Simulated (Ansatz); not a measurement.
# Graphene/h-GaN/graphene sandwich (62 atoms): repeated cells from small to large

Aim: repeat one cell of graphene/h-GaN/graphene sandwich (62 atoms) to ever larger supercells at Γ and follow error, time and memory.

Calculated with Ansatz 0.2.0; Kohn-Sham DFT, PBE+D4, PAW (set soft_2), plane waves.

### 1. Set-up

The cell holds 62 atoms: 48 C, 7 Ga and 7 N. Cell: a = 8.507 Å, b = 8.507 Å, c = 22.960 Å, α = 90.0°, β = 90.0°, γ = 120.0°. It derives from C and GaN. 12 cells of graphene (a = 2.46 Å, strained -0.17 %) and 7 cells of h-GaN (a = 3.21 Å, +0.17 %) on one hexagonal cell, twist 49.11 deg; facing planes 3.5, 3.46 Å apart; 16 Å of vacuum; displaced by a Gaussian of 0.01 Å. Regions: layer 1, 24 atoms (24 C); layer 2, 14 atoms (7 Ga and 7 N); layer 3, 24 atoms (24 C). Vacuum lies along c.

Coordinates:

```xyz
62
Lattice="8.5073 0.0000 0.0000 -4.2537 7.3675 0.0000 0.0000 0.0000 22.9600" Properties=species:S:1:pos:R:3
C    -1.4106    4.9035    8.0018
C    -0.7106    3.6739    7.9926
C    -1.4133    7.3598    8.0032
C    -0.7016    6.1278    8.0117
C     0.7196    1.2260    7.9958
C    -2.8230    7.3518    7.9873
C     0.7125    3.6868    8.0020
C     1.4247    2.4565    7.9972
C     0.7164    6.1512    8.0048
C     1.4309    4.9095    7.9958
C     2.8448    2.4650    8.0091
C     3.5459    1.2227    8.0064
C     2.8227    4.9105    7.9855
C     3.5451    3.7032    8.0036
C     7.0852    0.0005    8.0032
C     3.5514    6.1427    8.0199
C     4.9479    1.2262    8.0025
C     5.6662    0.0066    7.9885
C     4.9571    3.6792    7.9862
C     5.6825    2.4590    8.0142
C    -3.5239    6.1485    7.9921
C    -2.8293    4.9127    8.0057
C    -1.4091    2.4418    8.0098
C    -0.7067    1.2345    8.0124
Ga    4.8711    5.3365   11.4984
N     5.4710    3.5937   11.5115
Ga    6.6832    0.0877   11.4965
N     3.0453    5.7084   11.5046
Ga   -1.2151    3.2391   11.5119
N    -0.6185    1.4673   11.5273
Ga   -0.6002    6.4003   11.4805
N     0.0003    4.6414   11.5064
Ga    1.2182    1.1437   11.5096
N    -2.4331    6.7454   11.4958
Ga    1.8275    4.2828   11.4997
N     2.4354    2.5298   11.5073
Ga    4.2565    2.1804   11.5080
N     4.8676    0.4246   11.5066
C     4.9567    4.8873   14.9437
C     5.6468    3.6640   14.9490
C    -3.5475    7.3380   14.9681
C    -2.8481    6.0959   14.9506
C     7.0871    1.1956   14.9513
C     3.5280    7.3468   14.9513
C    -1.4368    3.6524   14.9486
C    -0.7175    2.4346   14.9575
C    -1.4277    6.1050   14.9557
C    -0.7121    4.8884   14.9550
C     0.7029    2.4131   14.9548
C     1.4118    1.1974   14.9642
C     0.7141    4.8895   14.9564
C     1.4112    3.6535   14.9596
C     0.7287    7.3456   14.9561
C     1.3986    6.1229   14.9626
C     2.8177    1.1971   14.9775
C    -0.7292    7.3339   14.9770
C     2.8122    3.6624   14.9516
C     3.5570    2.4212   14.9474
C     2.8351    6.1330   14.9566
C     3.5343    4.8954   14.9582
C     4.9619    2.4253   14.9612
C     5.6644    1.2226   14.9417
```

What the set-up can't give: Beside vacuum, support functions can miss their usual error bounds without a warning.

### 2. Plane waves, typed cell on a dense mesh

The typed cell on a k-mesh is the yardstick: it samples like Γ on the cell repeated as often as the mesh has points along each axis. Its own convergence isn't tested.

File input.yaml:

```yaml
crystal:
  lattice:
    - [8.5073, 0.0, 0.0]
    - [-4.25365, 7.36754, 0.0]
    - [0.0, 0.0, 22.96]
  atoms:
    - { symbol: C, position: [0.16697, 0.66556, 0.34851] }
    - { symbol: C, position: [0.1658, 0.49866, 0.34811] }
    - { symbol: C, position: [0.33335, 0.99895, 0.34857] }
    - { symbol: C, position: [0.33339, 0.83173, 0.34894] }
    [... 52 atom lines left out ...]
    - { symbol: C, position: [0.57911, 0.4971, 0.6512] }
    - { symbol: C, position: [0.58243, 0.32863, 0.65102] }
    - { symbol: C, position: [0.74947, 0.83244, 0.65142] }
    - { symbol: C, position: [0.74767, 0.66445, 0.65149] }
    - { symbol: C, position: [0.74785, 0.32919, 0.65162] }
    - { symbol: C, position: [0.7488, 0.16595, 0.65077] }
kpoints:
  mp_grid: { grid: [6, 6, 1] }
hamiltonian:
  xc: pbe
  dispersion: d4
scf:
  occupations: { method: fermi_dirac, width: 0.05 }
output:
  forces: true
  populations: intrinsic
  dos:
    method: { smearing: { sigma: 0.15 } }
    de: 0.1
    projected:
      site_lists:
        C: [C]
        Ga: [Ga]
        "N": ["N"]
        layer_1: [0, 1, 2, 3, 4, 5, 6, 7, 8, 9, 10, 11, 12, 13, 14, 15, 16, 17, 18, 19, 20, 21, 22, 23]
        layer_2: [24, 25, 26, 27, 28, 29, 30, 31, 32, 33, 34, 35, 36, 37]
        layer_3: [38, 39, 40, 41, 42, 43, 44, 45, 46, 47, 48, 49, 50, 51, 52, 53, 54, 55, 56, 57, 58, 59, 60, 61]
  eigenvalues: true
```

Command:

```
$ ansatz run input.yaml --threads 5 --pin off --max-ram 81920MiB --backend cuda --events-out ev --progress --plain --runs-dir out
```

Numbers of over 12 decimals in the logs are rounded to 6 here.

Log:

```text
Engine: ansatz 0.2.0, x86_64-unknown-linux-gnu
Pseudopotentials: kind: paw
Pseudopotential: C, paw, valence charge 4, recommended cutoff 420 eV (normal), C.paw.azcp
Pseudopotential: Ga, paw, valence charge 13, recommended cutoff 420 eV (normal), Ga.paw.azcp
Pseudopotential: N, paw, valence charge 5, recommended cutoff 420 eV (normal), N.paw.azcp
Functional definition: PBE
  parameter kappa = 0.804
  parameter beta = 0.066725
  exchange = pbe_x(kappa = kappa, mu = beta*pi^2/3)
  correlation = pbe_c(beta = beta)
GPU FFT provider: cuFFT
GPU libraries: cuBLAS 13.8.2, cuFFT 12.4.0, cuSOLVER 12.3.4
Crystal: 62 atoms, lattice volume = 1439.084 Å³
Basis set: ecut = 420 eV, 28187 PW (Γ), exchange–correlation on 120×120×320 points (8 copies of the dense FFT grid, shifted against one another)
Bands: 221, of which v1, the nominal top of the filled ones, is band 159 counted from 1 (158 counted from 0)
Symmetry: 1 space group operations
Space group: P1 (ITA 1), of the structure as read, at distance tolerance 1.1e-4 Å
k-points: 20 of 36 (time reversal used)
Non-local potential: C, projectors of the file, l = 0: 2, l = 1: 2, l = 2: 1
Non-local potential: Ga, projectors of the file, l = 0: 2, l = 1: 2, l = 2: 3, l = 3: 1
Non-local potential: N, projectors of the file, l = 0: 2, l = 1: 2, l = 2: 1
PAW form: soft (Blöchl's): semilocal exchange-correlation on the pseudo side does not see the compensation charge
PAW one-centre angular grid: C, 110 points (default); XC on 64 Gauss nodes
PAW one-centre angular grid: Ga, 590 points (default); XC on 64 Gauss nodes
PAW one-centre angular grid: N, 110 points (default); XC on 64 Gauss nodes
Initial density: superposition of atomic densities (neutral atoms: chi_scale 0, normalization atom), corrected by the library's trained network
Initial wavefunctions: pseudopotential atomic-orbital guess
GPU buffer pool allocated for 576000 grid points (all kernels)
GPU transforms: local potential and band sums: pruned to the plane-wave sphere, on 60×60×160
Functional: x = pbe(κ = 0.804, μ = 0.219515), c = pbe(β = 0.066725)
SCF iter   1: F=—  HF=-41225.645339 eV  |F-HF|=—  |Δ(HF+E_count)|=         —  Δρ=2.78e-3  dr2=1.48e-1  ethr=1.77e-3  ⟨swp⟩=6.2  Hψ=19882  notcnv=0  defer=699
preconditioner: auto → LDOS  [metal: Δε(μ)=0.022 eV  Ē_g=15.088 eV  σ=0.050 eV  W_gap=0.11  n_scr=224 (ndim 8)  ℏωp=17.5 eV  f_vac=0.548  D(μ)=1.95/eV (n_scr^D=2)  β→1.0]
SCF iter   2: F=—  HF=-41225.684167 eV  |F-HF|=—  |Δ(HF+E_count)|=   3.88e-2  Δρ=2.16e-3  dr2=1.97e-1  ethr=4.64e-5  ⟨swp⟩=2.6  Hψ=8288  notcnv=0  defer=1031
SCF iter   3: F=—  HF=-41225.635849 eV  |F-HF|=—  |Δ(HF+E_count)|=   4.83e-2  Δρ=9.99e-4  dr2=2.75e-2  ethr=4.64e-5  ⟨swp⟩=2.0  Hψ=6473  notcnv=0  defer=1031
SCF iter   4: F=—  HF=-41225.629043 eV  |F-HF|=—  |Δ(HF+E_count)|=   6.81e-3  Δρ=3.84e-4  dr2=3.71e-3  ethr=8.66e-6  ⟨swp⟩=2.0  Hψ=6289  notcnv=0  defer=1031
SCF iter   5: F=—  HF=-41225.628520 eV  |F-HF|=—  |Δ(HF+E_count)|=   5.24e-4  Δρ=7.12e-5  dr2=7.23e-5  ethr=1.17e-6  ⟨swp⟩=2.0  Hψ=6285  notcnv=0  defer=1031
SCF iter   6: F=—  HF=-41225.629249 eV  |F-HF|=—  |Δ(HF+E_count)|=   7.29e-4  Δρ=5.59e-5  dr2=5.18e-5  ethr=2.27e-8  ⟨swp⟩=2.8  Hψ=7446  notcnv=0  defer=1031
SCF iter   7: F=—  HF=-41225.629252 eV  |F-HF|=—  |Δ(HF+E_count)|=   2.73e-6  Δρ=2.42e-5  dr2=9.72e-6  ethr=1.63e-8  ⟨swp⟩=2.0  Hψ=5100  notcnv=0  defer=1031
SCF iter   8: F=—  HF=-41225.629255 eV  |F-HF|=—  |Δ(HF+E_count)|=   2.76e-6  Δρ=6.93e-6  dr2=7.78e-7  ethr=3.06e-9  ⟨swp⟩=2.0  Hψ=6245  notcnv=0  defer=1031
SCF iter   9: F=-41225.629255 eV  HF=-41225.629255 eV  |F-HF|=5.58e-8  |Δ(HF+E_count)|=   3.48e-7  Δρ=2.17e-6  dr2=8.65e-8  ethr=3.14e-11  ⟨swp⟩=28.7  Hψ=39987  notcnv=0
SCF 1 converged in 9 iterations: F = -41225.629255 eV  dr2 = 8.65e-8
  greatest PAW one-centre occupation: 0.996 electrons in one spin orbital (limit 2), on the Ga atom at site 26 (counted from 0), in its partial waves of l = 2
SCF converged after 9 iterations
Free energy (F): -41225.629255 eV
Harris-Foulkes:  -41225.629255 eV  (|F-HF|=5.58e-8)
Internal energy: -41225.615160 eV  (E = F + TS)
E sigma→0 (E₀):  -41225.622208 eV
Entropy (-TS):   -0.014094 eV (-0.227 meV/atom)
Fermi energy:    0.651685 eV
--- Per-component energies (eV) ---
  E_band       = -2876.530220
  E_kinetic    = 6091.277152
  E_local      = -217490.657752  (includes V_loc(G=0)·N_el)
  E_nonlocal   = 4624.791228
  E_hartree    = 105525.317458
  E_xc         = -3202.691933
  E_vxc        = -3786.006601  (∫ρ·V_xc dr)
  E_paw        = -19598.784006  (= ΣΔE_a)
  E_vpaw       = -3366.587853  (= ΣTr[D̂ρ^β])
  E_aug_tail   = 0.000129  (compensation charges beyond the density's cutoff)
  E_ewald      = 82835.926648
  E_disp       = -10.794083  (pairwise vdW)
  E_smearing   = -0.014094  (= −TS)
  E_closure    = -0.000000  (closes the sum)
  Σ components = -41225.629255   (vs F -41225.629255, Δ=0.00e0)
--- Forces (eV/Å), atoms counted from 1 ---
  atom   1  C     -0.27283273    -0.08100193     0.04875714
  atom   2  C      0.48809307     0.17095547     0.19616182
  atom   3  C      0.21487245    -0.13684118    -0.01510619
  atom   4  C      0.07455571     0.47714404    -0.02558048
  atom   5  C     -0.22021848    -0.17191130     0.05009702
  atom   6  C     -0.08104322     1.21790459     0.10450044
  atom   7  C     -0.09224315    -0.29978228    -0.09641609
  atom   8  C      0.05549065     0.07901042     0.09677053
  atom   9  C     -0.06949779    -0.79309389    -0.05730361
  atom  10  C     -1.08886725     0.43218704     0.06284023
  atom  11  C     -0.17977728    -0.19088357    -0.09149610
  atom  12  C     -0.36212886     0.39866180     0.01432799
  atom  13  C      1.28804808     0.70670620     0.30661895
  atom  14  C     -0.06344793    -1.11386454    -0.18651592
[...]
atom  61  C     -0.41233556     0.75257048    -0.23861648
  atom  62  C      0.80363452    -1.35893926     0.21060310
  max |Σ_I F_I| component: 3.67e-5 eV/Å
--- Band table (eV; the first three rows and the last of 20) ---
  k-point 0: bands = ["-18.9622", "-18.9579", "-17.0739", "-17.0721", [... 205 levels ...], "7.1947", "7.2191", "7.4502", "7.9918", "7.9939", "8.0083", "8.0149", "8.0180", "8.0233", "8.0644", "8.0814", "8.1303"]
[...]
--- intrinsic populations: 62 sites ---
  site symbol       q [e]
     0      C      3.9963
     1      C      3.9960
     2      C      3.9948
[...]
61      C      3.9970
  spilling = -0.000000 (of n_electrons = 318.000000)
```

It took 17 s on 1 × NVIDIA H100 80GB HBM3 with 5 threads of AMD EPYC 7R13 (Zen 3), shared host; peak memory 1.8 GiB.

In the SCF lines HF is the Harris–Foulkes energy and dr2 the Hartree energy of the density residual, in eV; the loop may stop once dr2 is under the threshold and the program's other checks hold. Hψ counts applications of the Hamiltonian.

That memory is the host's.

The program notes that it cut back its plan to fit the GPU's memory.

Numbers from this run:

```
free energy                             : -41225.6293 eV
free energy per atom                    : -664.9295 eV/atom
SCF cycles                              : 9
r.m.s. force component                  : 0.4963 eV/Å
longest force                           : 2.201 eV/Å
Fermi energy                            : 0.6517 eV
levels partly filled by over 2 per cent : 8
```

The r.m.s. force component of 0.50 eV/Å sets the scale for the differences below.

### 3. Plane waves, 62 atoms

The typed cell is solved at Γ alone, the coarsest sampling of the series.

input.yaml, the sections that differ from step 2:

```yaml
kpoints:
  mp_grid: { grid: [1, 1, 1] }
output:
  forces: true
# crystal, hamiltonian, scf: as in step 2
```

It took 3.5 s on 1 × NVIDIA H100 80GB HBM3 with 5 threads; peak memory 1.2 GiB.

That memory is the host's; the program planned up to 3.4 GiB on the GPU.

It converged in 19 SCF cycles; the log is left out.

The energy lies 170 meV/atom above the dense-mesh reference.

### 4. Support functions, 62 atoms

The typed cell is solved at Γ alone, now in support functions.

This step: Kohn-Sham DFT, PBE+D4, PAW (set soft_2), localised support functions (medium) (Ansatz 0.2.0).

input.yaml: that of step 3 with these lines changed.

```diff
@@ -14,2 +14,5 @@
   occupations: { method: fermi_dirac, width: 0.05 }
+  eigensolver: { kind: { support_functions: { accuracy: medium } } }
+  mixing: { beta: 0.2 }
+  max_iter: 150
 output:
```

Wall time 7 s (1 × NVIDIA H100 80GB HBM3 with 5 threads); peak memory 1.2 GiB.

That memory is the host's; the program planned up to 3.3 GiB on the GPU.

The program notes that the band table was not solved further than the SCF left it and it switched symmetry off. Further notices: vacuum switching off with vacuum.

It converged in 24 SCF cycles; the log is left out.

The energy lies 167 meV/atom above the dense-mesh reference, and 3.8 meV/atom below plane waves of the same size, an offset between the two bases that leaves the sampling error alike.

### 5. Plane waves, 248 atoms

The cell is repeated and solved at Γ in plane waves, whose cost grows towards the cube of the size.

This step: Kohn-Sham DFT, PBE+D4, PAW (set soft_2), plane waves (Ansatz 0.2.0).

input.yaml, the sections that differ from step 4:

```yaml
crystal:
  lattice:
    - [8.5073, 0.0, 0.0]
    - [-4.25365, 7.36754, 0.0]
    - [0.0, 0.0, 22.96]
  atoms:
    [... the 62 atom lines of step 2 ...]
  supercell: [2, 2, 1]
scf:
  occupations: { method: fermi_dirac, width: 0.05 }
# kpoints, hamiltonian, output: as in step 4
```

Log:

```text
[...]
device memory: the entry about to start is reckoned to put 14.1 GiB on a device that reports 46.9 GiB free
GPU FFT provider: cuFFT
GPU libraries: cuBLAS 13.8.2, cuFFT 12.4.0, cuSOLVER 12.3.4
Crystal: 248 atoms, lattice volume = 5756.336 Å³
Basis set: ecut = 420 eV, 112673 PW (Γ), exchange–correlation on 240×240×320 points (8 copies of the dense FFT grid, shifted against one another)
Bands: 884, of which v1, the nominal top of the filled ones, is band 636 counted from 1 (635 counted from 0)
Symmetry: 4 space group operations
[...]
k-points: 1
[...]
GPU buffer pool allocated for 2304000 grid points (all kernels)
[...]
SCF iter   1: F=—  HF=-164898.167767 eV  |F-HF|=—  |Δ(HF+E_count)|=         —  Δρ=2.85e-3  dr2=8.04e-1  ethr=1.77e-3  ⟨swp⟩=6.0  Hψ=3856  notcnv=0  defer=178
[...]
SCF iter  11: F=—  HF=-164898.093325 eV  |F-HF|=—  |Δ(HF+E_count)|=   7.67e-7  Δρ=2.67e-6  dr2=5.88e-7  ethr=8.38e-10  ⟨swp⟩=2.0  Hψ=1229  notcnv=0  defer=225
SCF iter  12: F=-164898.093329 eV  HF=-164898.093328 eV  |F-HF|=8.35e-7  |Δ(HF+E_count)|=   3.62e-6  Δρ=1.13e-6  dr2=9.56e-8  ethr=7.86e-12  ⟨swp⟩=3.0  Hψ=2786  notcnv=0
SCF 1 converged in 12 iterations: F = -164898.093329 eV  dr2 = 9.56e-8
[...]
SCF converged after 12 iterations
Free energy (F): -164898.093329 eV
[...]
Internal energy: -164897.581587 eV  (E = F + TS)
E sigma→0 (E₀):  -164897.837458 eV
Entropy (-TS):   -0.511742 eV (-2.063 meV/atom)
Fermi energy:    0.659006 eV
[...]
Σ components = -164898.093329   (vs F -164898.093329, Δ=0.00e0)
--- Forces (eV/Å), atoms counted from 1 ---
  atom   1  C     -0.44336547    -0.07135673     0.04826797
  atom   2  C      0.49509103     0.06609887     0.19372666
  atom   3  C      0.19948947    -0.24145155    -0.01548953
  atom   4  C      0.06139940     0.56522416    -0.01864785
  atom   5  C     -0.38813434    -0.16143292     0.04901895
  atom   6  C     -0.07515453     1.10738210     0.09764765
  [... forces on the other 242 atoms ...]
  max |Σ_I F_I| component: 1.03e-4 eV/Å
```

The job ended after 6.3 s (1 × NVIDIA H100 80GB HBM3 with 5 threads; peak memory 1.8 GiB; 12 s of CPU time).

That memory is the host's; the program planned up to 14.1 GiB on the GPU.

The program repeats the typed cell 2×2×1 times, 248 atoms in all; totals in the log are those of the whole repeated cell, and force differences are taken after averaging over the copies of each atom.

The energy lies 17.8 meV/atom above the dense-mesh reference.

### 6. Support functions, 248 atoms

The repeated cell is solved at Γ in support functions.

This step: Kohn-Sham DFT, PBE+D4, PAW (set soft_2), localised support functions (medium) (Ansatz 0.2.0).

input.yaml: that of step 5 with these lines changed.

```diff
@@ -15,2 +15,5 @@
   occupations: { method: fermi_dirac, width: 0.05 }
+  eigensolver: { kind: { support_functions: { accuracy: medium } } }
+  mixing: { beta: 0.2 }
+  max_iter: 150
 output:
```

Log:

```text
Warning: scf.eigensolver.kind.support_functions: disabling space-group detection — the functions' gradient is summed over unrotated k-points, so no spatial operation reduces the k-mesh or symmetrises the density; time reversal is kept, so that k and −k are solved as one point where they differ and the mesh holds both, and exact exchange and, on two spinor components, a DFT+U term hold to it where the run has them: [...]
settings of this run that can trade accuracy for cost: scf.eigensolver.kind.support_functions [...]
[...]
GPU FFT provider: cuFFT
GPU libraries: cuBLAS 13.8.2, cuFFT 12.4.0, cuSOLVER 12.3.4
Crystal: 248 atoms, lattice volume = 5756.336 Å³
Basis set: ecut = 420 eV, 112673 PW (Γ), exchange–correlation on 240×240×320 points (8 copies of the dense FFT grid, shifted against one another)
Bands: 764, of which v1, the nominal top of the filled ones, is band 636 counted from 1 (635 counted from 0)
Symmetry: 1 space group operations
k-points: 1
[...]
GPU buffer pool allocated for 2304000 grid points (all kernels)
Eigensolver: Support functions (medium, 90×90×108 points, laid for a spacing of at most 0.212739 Å, radius 3.568547 Å, 166 sites without an atom, 3 species' potentials softened for the grid, 2 wholly corrected for its errors in the mean over positions, 3 with the egg-box correction, energy correction by stochastic trace)
[...]
SCF iter   1: F=—  HF=-164988.936327 eV  |F-HF|=—  |Δ(HF+E_count)|=         —  Δρ=8.25e-2  dr2=4.40e2  ethr=1.00e-1
[...]
SCF iter  17: F=—  HF=-164898.981488 eV  |F-HF|=—  |Δ(HF+E_count)|=   2.37e-3  Δρ=1.86e-5  dr2=3.66e-5  ethr=1.01e-8  κ⁻¹=6.5e-6(r=7)
SCF iter  18: F=-164898.983395 eV  HF=-164898.983326 eV  |F-HF|=6.86e-5  |Δ(HF+E_count)|=   1.84e-3  Δρ=9.01e-6  dr2=3.52e-6  ethr=2.87e-9
SCF 1 converged in 18 iterations: F = -164899.016735 eV  dr2 = 3.52e-6
[...]
SCF converged after 18 iterations
Stability not checked: this state was not tested for a lower state beside it, because the mixer in use, unlike msr1, does not test its closes by its own steps (another_mixer; see scf.mixing.algorithm and scf.lower_state_search)
Free energy (F): -164899.016735 eV
[...]
Internal energy: -164898.505015 eV  (E = F + TS)
E sigma→0 (E₀):  -164898.760875 eV
Entropy (-TS):   -0.511719 eV (-2.063 meV/atom)
Fermi energy:    0.659500 eV
[...]
Σ components = -164899.016735   (vs F -164899.016735, Δ=0.00e0)
--- Forces (eV/Å), atoms counted from 1 ---
  atom   1  C     -0.44354052    -0.07130798     0.04872205
  atom   2  C      0.49515686     0.06642066     0.19403655
  atom   3  C      0.19895535    -0.24130829    -0.01546519
  atom   4  C      0.06141873     0.56540540    -0.01838447
  atom   5  C     -0.38842988    -0.16065701     0.04967476
  atom   6  C     -0.07520135     1.10647212     0.09792324
  [... forces on the other 242 atoms ...]
  max |Σ_I F_I| component: 4.90e-3 eV/Å
--- Band table (eV) ---
[... left out ...]
  guard bands above this table: 111 of the run's 764 bands (output.publish_guard_bands: true publishes all)
```

It took 13 s on 1 × NVIDIA H100 80GB HBM3 with 5 threads; peak memory 1.9 GiB; 24 s of CPU time.

That memory is the host's; the program planned up to 8.5 GiB on the GPU.

The program repeats the typed cell 2×2×1 times, 248 atoms in all; totals in the log are those of the whole repeated cell, and force differences are taken after averaging over the copies of each atom.

The energy lies 14.1 meV/atom above the dense-mesh reference, and 3.7 meV/atom below plane waves of the same size, an offset between the two bases that leaves the sampling error alike.

[end of part 1 of 2]

[Logs are printed without paths, hosts, clocks, repeated set-up lines and the standing remarks that a program may print on its own settings, such as how far it seeks lower states.]

[Hosts, paths, dates, database ids (printed as entryN), source tags and the programs' standing remarks are cut or masked in the printed files.]
